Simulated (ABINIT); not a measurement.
# SnSe2 (P-3m1): G0W0 with ABINIT, start to end

Aim: the G0W0 gap of SnSe2 (P-3m1) on PBE, step by step.

Main program and level: ABINIT 10.8.3; PBE and many-body steps on it, plane waves.

**Experimental background.**

- Gap 1.21 ± 0.04 eV: quasiparticle gap from STS band edges on large flat area; scanning tunneling spectroscopy, log dI/dV edge fit; 77.6 K; bulk crystal (n-type SnSe2 region of partially converted crystal) (“Lateral heterostructures formed by thermally converting n-type SnSe2 to p-type SnSe”, 2018, arxiv:1804.01202).

- Gap 1 eV: indirect gap from optical absorption (approximate); optical absorption; bulk crystal (quoted in “Lateral heterostructures formed by thermally converting n-type SnSe2 to p-type SnSe”, 2018, arxiv:1804.01202).

- Gap 1.207 eV: direct band-edge excitonic transition; piezoreflectance; 300 K; bulk crystal (CVT-grown single crystal) (“Temperature Dependent Excitonic Transition Energy and Enhanced Electron-Phonon Coupling in Layered Ternary SnS2-xSex Semiconductors with Fully Tunable Stoichiometry”, 2021, pmc:8069899).

- Gap 1.346 eV: direct band-edge excitonic transition extrapolated to 0 K; piezoreflectance, temperature fit; 0 K; bulk crystal (CVT-grown single crystal) (“Temperature Dependent Excitonic Transition Energy and Enhanced Electron-Phonon Coupling in Layered Ternary SnS2-xSex Semiconductors with Fully Tunable Stoichiometry”, 2021, pmc:8069899).

**1. The structure**

It takes space group P-3m1 (No. 164, trigonal). The conventional cell has a = 3.811 Å, b = 3.811 Å, c = 6.136 Å, α = 90.00°, β = 90.00°, γ = 120.00°. Nearest to Sn lie 6 Se at 2.68 Å. Nearest to Se lie 3 Sn at 2.68 Å. Farther neighbours and most contacts between anions are not listed.

The cell and positions come from the Crystallography Open Database and are kept as given unless a step says otherwise.

**2. Ground state**

This step: ABINIT 10.8.3; DFT, PBE, plane waves, norm-conserving pseudopotentials.

The ground-state density comes first.

Contents of run.abi:

```
acell 3*1.0 Angstrom
rprim 
  3.810999999987 0.000000000003 0.000000000000
  -1.905499999996 3.300422813810 0.000000000000
  0.000000000000 0.000000000000 6.136000000000
ntypat 2
znucl 50 34
natom 3
typat 1 2 2
xred 
  0.000000000000 0.000000000000 0.000000000000
  0.333333333333 0.666666666667 0.249000000000
  0.666666666667 0.333333333333 0.751000000000
pp_dirpath "pseudos"
pseudos "Sn.upf, Se.upf"
ecut 48
ngkpt 6 6 4
nshiftk 1
shiftk 0 0 0
kptopt 1
chksymbreak 0
nband 40
occopt 1
tolvrs 1e-10
nstep 60
prtwf 0
optforces 0
optstress 0
indata_prefix "in"
outdata_prefix "out"
tmpdata_prefix "tmp"
```

Run with:

```sh
OMP_NUM_THREADS=1 mpirun -n 8 abinit run.abi > log
```

Numbers of over 12 decimals in the logs are rounded to 6 here.

Output:

```text
.Version 10.8.3 of ABINIT. v10.8.2 released Aug 2026.

 Symmetries : space group P-3 m 1 (#164); Bravais hP (primitive hexag.)
================================================================================
 Values of the parameters that define the memory need of the present run
     intxc =       0    ionmov =       0      iscf =       7    lmnmax =       6
     lnmax =       6     mgfft =      75  mpssoang =       3    mqgrid =    3617
     natom =       3  nloc_mem =       1    nspden =       1   nspinor =       1
    nsppol =       1      nsym =      12    n1xccc =    2501    ntypat =       2
    occopt =       1   xclevel =       2
-    mband =          40        mffmem =           1         mkmem =           3
       mpw =        8310          nfft =      172800          nkpt =          24
================================================================================
  Rough estimation (10% accuracy) of disk space for files :
================================================================================

--------------------------------------------------------------------------------
------------- Echo of variables that govern the present computation ------------
--------------------------------------------------------------------------------
 -outvars: echo values of preprocessed input variables --------
            acell      1.8897261259E+00  1.8897261259E+00  1.8897261259E+00 Bohr

      chksymbreak           0
             ecut      4.80000000E+01 Hartree
-          fftalg         312

              ixc     -101130
              kpt      0.00000000E+00  0.00000000E+00  0.00000000E+00
                       1.66666667E-01  0.00000000E+00  0.00000000E+00
                       3.33333333E-01  0.00000000E+00  0.00000000E+00
                       5.00000000E-01  0.00000000E+00  0.00000000E+00
                       1.66666667E-01  1.66666667E-01  0.00000000E+00
                       3.33333333E-01  1.66666667E-01  0.00000000E+00
                       3.33333333E-01  3.33333333E-01  0.00000000E+00
                       0.00000000E+00  0.00000000E+00  2.50000000E-01
                       1.66666667E-01  0.00000000E+00  2.50000000E-01
   [... 13 further rows ...]
                       3.33333333E-01  1.66666667E-01  5.00000000E-01
                       3.33333333E-01  3.33333333E-01  5.00000000E-01
         kptrlatt        6    0    0      0    6    0      0    0    4
          kptrlen      4.32104776E+01
P           mkmem           3
            natom           3
            nband          40
            ngfft          48      48      75
             nkpt          24
            nstep          60
             nsym          12
           ntypat           2
              occ      2.000000  2.000000  2.000000  2.000000  2.000000  2.000000
                       2.000000  2.000000  2.000000  2.000000  2.000000  2.000000
                       2.000000  2.000000  2.000000  2.000000  2.000000  2.000000
                       2.000000  2.000000  2.000000  2.000000  2.000000  2.000000
                       2.000000  2.000000  2.000000  2.000000  2.000000  2.000000
                       2.000000  2.000000  2.000000  2.000000  2.000000  0.000000
                       0.000000  0.000000  0.000000  0.000000
        optforces           0
        optstress           0
            prtwf           0
            rprim      3.8110000000E+00  3.0000000000E-12  0.0000000000E+00
[...]
spgroup         164

           tolvrs      1.00000000E-10

             xred      0.0000000000E+00  0.0000000000E+00  0.0000000000E+00
[...]
znucl       50.00000   34.00000

================================================================================

 chkinp: Checking input parameters for consistency.

================================================================================
== DATASET  1 ==================================================================
-   mpi_nproc: 8, omp_nthreads: 1 (-1 if OMP is not activated)

--- !DatasetInfo
iteration_state: {dtset: 1, }
dimensions: {natom: 3, nkpt: 24, mband: 40, nsppol: 1, nspinor: 1, nspden: 1, mpw: 8310, }
cutoff_energies: {ecut:  48.0, pawecutdg:  -1.0, }
electrons: {nelect:   7.00000000E+01, charge:   0.00000000E+00, occopt:   1.00000000E+00, tsmear:   1.00000000E-02, }

 Real(R)+Recip(G) space primitive vectors, cartesian coordinates (Bohr,Bohr^-1):
 R(1)=  7.2017463  0.0000000  0.0000000  G(1)=  0.1388552  0.0801681  0.0000000
 R(2)= -3.6008731  6.2368952  0.0000000  G(2)=  0.0000000  0.1603362  0.0000000
 R(3)=  0.0000000  0.0000000 11.5953595  G(3)=  0.0000000  0.0000000  0.0862414
 Unit cell volume ucvol=  5.2082339E+02 bohr^3
 Angles (23,13,12)=  9.00000000E+01  9.00000000E+01  1.20000000E+02 degrees

 getcut: wavevector=  0.0000  0.0000  0.0000  ngfft=  48  48  75
         ecut(hartree)=     48.000   => boxcut(ratio)=   2.04626

--- Pseudopotential description ------------------------------------------------
- Sn Generated using ONCVPSP code by D. R. Hamann
- 50.00000  22.00000  171031                  znucl, zion, pspdat
12 -101130 2 -1 1628                          pspcod,pspxc,lmax,lloc,mmax
     nproj     2     2     2
  pspatm : epsatm=   27.31087254
         --- l  ekb(1:nproj) -->
[...]
pspatm: atomic psp has been read  and splines computed

- Se Generated using ONCVPSP code by D. R. Hamann
- 34.00000  24.00000  171031                  znucl, zion, pspdat
12 -101130 2 -1 1214                          pspcod,pspxc,lmax,lloc,mmax
     nproj     2     2     2
  pspatm : epsatm=   25.39064422
         --- l  ekb(1:nproj) -->
[...]
pspatm: atomic psp has been read  and splines computed

   5.46645127E+03                                ecore*ucvol(ha*bohr**3)
--------------------------------------------------------------------------------

_setup2: Arith. and geom. avg. npw (full set) are    8271.965    8271.953

================================================================================

--- !BeginCycle
iteration_state: {dtset: 1, }
solver: {iscf: 7, nstep: 60, nline: 4, wfoptalg: 0, }
tolerances: {tolvrs: 1.00E-10, }

     iter   Etot(hartree)      deltaE(h)  residm     vres2
 ETOT  1  -894.16323327138    -8.942E+02 1.191E+00 2.258E+02
 ETOT  2  -898.11411757450    -3.951E+00 2.113E-02 1.369E+02
 ETOT  3  -898.12522907450    -1.111E-02 1.248E-02 3.899E+01
 ETOT  4  -898.12694945592    -1.720E-03 2.601E-02 1.056E+01
 ETOT  5  -898.12801655194    -1.067E-03 7.958E-04 6.610E-01
 ETOT  6  -898.12806439652    -4.784E-05 5.887E-05 1.458E-02
 ETOT  7  -898.12806559767    -1.201E-06 1.000E-04 4.229E-04
 ETOT  8  -898.12806563533    -3.766E-08 3.236E-05 7.305E-05
 ETOT  9  -898.12806564093    -5.603E-09 6.002E-05 1.368E-06
 ETOT 10  -898.12806564113    -1.905E-10 1.932E-05 4.205E-08
 ETOT 11  -898.12806564108     4.457E-11 3.580E-05 3.842E-09
 ETOT 12  -898.12806564104     4.184E-11 1.121E-05 7.379E-10
 ETOT 13  -898.12806564102     1.683E-11 2.092E-05 3.838E-11

 At SCF step   13       vres2   =  3.84E-11 < tolvrs=  1.00E-10 =>converged.

--- !ResultsGS
iteration_state: {dtset: 1, }
comment   : Summary of ground state results
lattice_vectors:
- [  7.2017463,   0.0000000,   0.0000000, ]
- [ -3.6008731,   6.2368952,   0.0000000, ]
- [  0.0000000,   0.0000000,  11.5953595, ]
lattice_lengths: [   7.20175,    7.20175,   11.59536, ]
lattice_angles: [ 90.000,  90.000, 120.000, ] # degrees, (23, 13, 12)
lattice_volume:   5.2082339E+02
convergence: {deltae:  1.683E-11, res2:  3.838E-11, residm:  2.092E-05, diffor:  0.000E+00, }
etotal    :  -8.98128066E+02
entropy   :   0.00000000E+00
fermie    :   2.07145501E-01
cartesian_stress_tensor: null
pressure_GPa: null
xred      :
- [  0.0000E+00,   0.0000E+00,   0.0000E+00, Sn]
- [  3.3333E-01,   6.6667E-01,   2.4900E-01, Se]
- [  6.6667E-01,   3.3333E-01,   7.5100E-01, Se]
cartesian_forces: null
force_length_stats: {min: null, max: null, mean: null, }

 Integrated electronic density in atomic spheres:
 ------------------------------------------------
 Atom  Sphere_radius  Integrated_density
[...]
2        2.00000         21.25035250
    3        2.00000         21.25035250
================================================================================

 ----iterations are completed or convergence reached----

 Mean square residual over all n,k,spin=   23.942E-09; max=  20.922E-06
 reduced coordinates (array xred) for    3 atoms
       0.000000000000      0.000000000000      0.000000000000
       0.333333333333      0.666666666667      0.249000000000
       0.666666666667      0.333333333333      0.751000000000
 rms dE/dt=  0.0000E+00; max dE/dt=  0.0000E+00; dE/dt below (all hartree)
    1       0.000000000000      0.000000000000      0.000000000000
    2       0.000000000000      0.000000000000      0.000000000000
    3       0.000000000000      0.000000000000      0.000000000000

 cartesian coordinates (angstrom) at end:
    1      0.000000     0.000000     0.000000
    2     -1.67e-12     2.200282     1.527864
    3      1.905500     1.100141     4.608136
 length scales=  1.889726125908  1.889726125908  1.889726125908 bohr
              =  1.000000000000  1.000000000000  1.000000000000 angstroms
 prteigrs : about to open file out_EIG
 Fermi (or HOMO) energy (hartree) =   0.20715   Average Vxc (hartree)=  -0.36803
 Eigenvalues (hartree) for nkpt=  24  k points:
 kpt#   1, nband= 40, wtk=  0.00694, kpt=  0.0000  0.0000  0.0000 (reduced coord)
  -7.40558   -7.40558   -5.18192   -5.18192   -5.18192   -5.18192   -5.18019   -5.18018
  -4.54362   -2.91858   -2.91858   -2.91848   -1.51382   -1.51382   -1.51381   -1.51381
  -1.51224   -1.51224   -1.51222   -1.51222   -1.51167   -1.51167   -0.57512   -0.57512
  -0.57379   -0.57323   -0.57323   -0.30713   -0.24185   -0.01565    0.18187    0.18187
   0.19291    0.19291    0.20715    0.24756    0.31615    0.37814    0.37814    0.50655
 prteigrs : prtvol=0 or 1, do not print more k-points.

--- !EnergyTerms
iteration_state     : {dtset: 1, }
comment             : Components of total free energy in Hartree
kinetic             :  3.69681859441627E+02
hartree             :  3.69199353145286E+02
xc                  : -8.47663690546012E+01
Ewald energy        : -3.93006523174324E+02
psp_core            :  1.04957867612685E+01
local_psp           : -9.90501329259943E+02
non_local_psp       : -1.79230843500336E+02
total_energy        : -8.98128065641022E+02
total_energy_eV     : -2.44393096925136E+04
band_energy         : -1.54133039098926E+02

== END DATASET(S) ==============================================================
================================================================================

 -outvars: echo values of variables after computation  --------
           etotal     -8.9812806564E+02
            nband          40
             nkpt          24
          spgroup         164
 [... the other variables as echoed above ...]

 Calculation completed.
```

It took 79 s on 8 MPI ranks of Intel Xeon Platinum 8259CL at 2.50GHz (Skylake/Cascade Lake), shared host; peak memory 0.95 GiB.

This step gave:

```yaml
total_energy: -24439.3097 eV
gap: 0.8191 eV
k_of_the_valence_top: 0, 0, 0
k_of_the_conduction_bottom: 0.5, 0, 0.25
least_direct_gap: 1.100 eV
```

The gap is indirect, with the least direct gap 0.28 eV higher.

[end of part 1 of 3]

[Paths, hosts, dates, memory and timing lines, banners, echoed tables and standing remarks are left out of the program output.]

[Logs are printed without paths, hosts, clocks, repeated set-up lines and the standing remarks that a program may print on its own settings, such as how far it seeks lower states.]

[Runs of the session that timed out or met a known fault of the program may be left out.]

[No measured gap is set beside runs whose start may be inverted or whose files or cutoffs have a known fault.]

[Hosts, paths, dates, database ids (printed as entryN), source tags and the programs' standing remarks are cut or masked in the printed files.]

[G0W0 gaps are taken among the corrected bands and points alone; a level outside them can change the order at an edge.]

[Where Ansatz stands beside ABINIT at settings called matched, ABINIT's density can come from a denser mesh and the files from another edition; pairs whose starting gaps differed by over 0.03 eV were left out, so agreement reads better than it is.]
